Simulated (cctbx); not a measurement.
# Interatomic vectors of Cr2FeS2O2

Space group P-1 (no. 2), a = 6.6910 Å, b = 6.6924 Å, c = 6.8080 Å, α = 118.47°, β = 92.58°, γ = 117.93°, content Fe2 Cr4 S4 O4.

The data are simulated with cctbx, not measured: synchrotron X-rays, λ = 0.7749 Å, to d = 0.77 Å, 80 % of the full sphere, strongest reflection 20000 counts, noise from counting, a 1.5 % proportional error and a noise floor of 4 counts (s.d.); no absorption, some extinction.

Patterson synthesis, origin scaled to 1000:

```text
Patterson group P -1
      u       v       w   height  length (A)
  0.000   0.000   0.000   1000.0     0.00
  0.250   0.503   0.747    453.4     4.10
  0.500   0.500   0.000    373.3     3.45
  0.376   0.756   0.135    370.2     3.86
  0.377   0.232   0.617    363.5     4.04
  0.244   0.022   0.770    321.9     2.32
  0.247   0.470   0.234    316.6     2.30
  0.000   0.500   0.500    303.1     3.45
  0.240   0.006   0.241    300.6     2.21
  0.500   0.500   0.500    295.7     3.41
  0.500   0.000   0.000    289.7     3.35
  0.000   0.000   0.500    288.3     3.40
  0.372   0.748   0.620    281.9     4.01
  0.000   0.500   0.000    281.8     3.35
```

Q: Assign the vectors.

A peak at u stands for all pairs with xi − xj = u, with weight Σ ZiZj against Σ Z² = 4936 at the origin. Peak heights follow these weights only roughly, since form factors, motion and series ripples differ, all vectors within 0.55 Å of a peak are counted as merged into it though the farther ones add only part of their weight, and F(000) is left out, which lowers the whole map:

| u | v | w | shortest length (Å) | height | 1000 ΣZiZj/ΣZ² | pairs in the cell |
| --- | --- | --- | --- | --- | --- | --- |
| 0.250 | 0.503 | 0.747 | 4.10 | 453 | 604 | 4 × Cr–S, 4 × Cr–O, 1 × Fe–Fe |
| 0.500 | 0.500 | 0.000 | 3.45 | 373 | 493 | 2 × Cr–Cr, 4 × S–S, 4 × O–O |
| 0.376 | 0.756 | 0.135 | 3.86 | 370 | 421 | 2 × Fe–Cr, 2 × Fe–S |
| 0.377 | 0.232 | 0.617 | 3.95 | 364 | 421 | 2 × Fe–Cr, 2 × Fe–S |
| 0.244 | 0.022 | 0.770 | 2.32 | 322 | 467 | 4 × Cr–S, 4 × Cr–O |
| 0.247 | 0.470 | 0.234 | 2.30 | 317 | 467 | 4 × Cr–S, 4 × Cr–O |
| 0.000 | 0.500 | 0.500 | 3.45 | 303 | 493 | 2 × Cr–Cr, 4 × S–S, 4 × O–O |
| 0.240 | 0.006 | 0.241 | 2.22 | 301 | 467 | 4 × Cr–S, 4 × Cr–O |
| 0.500 | 0.500 | 0.500 | 3.41 | 296 | 441 | 2 × Cr–Cr, 8 × S–O |
| 0.500 | 0.000 | 0.000 | 3.35 | 290 | 441 | 2 × Cr–Cr, 8 × S–O |

The table stops at ten peaks or at a height of 45, below which ripples compete. In the model behind the data Fe, the heaviest element, has 1 independent site: (0.8711, 0.7479, 0.6241), up to an allowed shift of origin; the Fe–Fe vectors are differences of these positions and their symmetry mates. Elements of similar Z can't be told apart from the map alone. The whole model:

```csv
atom,mult.,x,y,z,Ueq (Å²)
Fe1,2,0.8711,0.7479,0.6241,0.0039
Cr1,1,1/2,0,1/2,0.0060
Cr2,1,1/2,1/2,0,0.0095
Cr3,1,1/2,0,0,0.0061
Cr4,1,0,1/2,0,0.0068
S1,2,0.2583,0.5283,0.7874,0.0087
S2,2,0.2596,0.9654,0.2343,0.0047
O1,2,0.2969,0.0305,0.7535,0.0089
O2,2,0.7321,0.4781,0.7635,0.0064
```

The model is made up (kin elements in a known structure type, no relaxation), so it says nothing on whether the phase exists.

[Logs are printed without paths, hosts, clocks, repeated set-up lines and the standing remarks that a program may print on its own settings, such as how far it seeks lower states.]
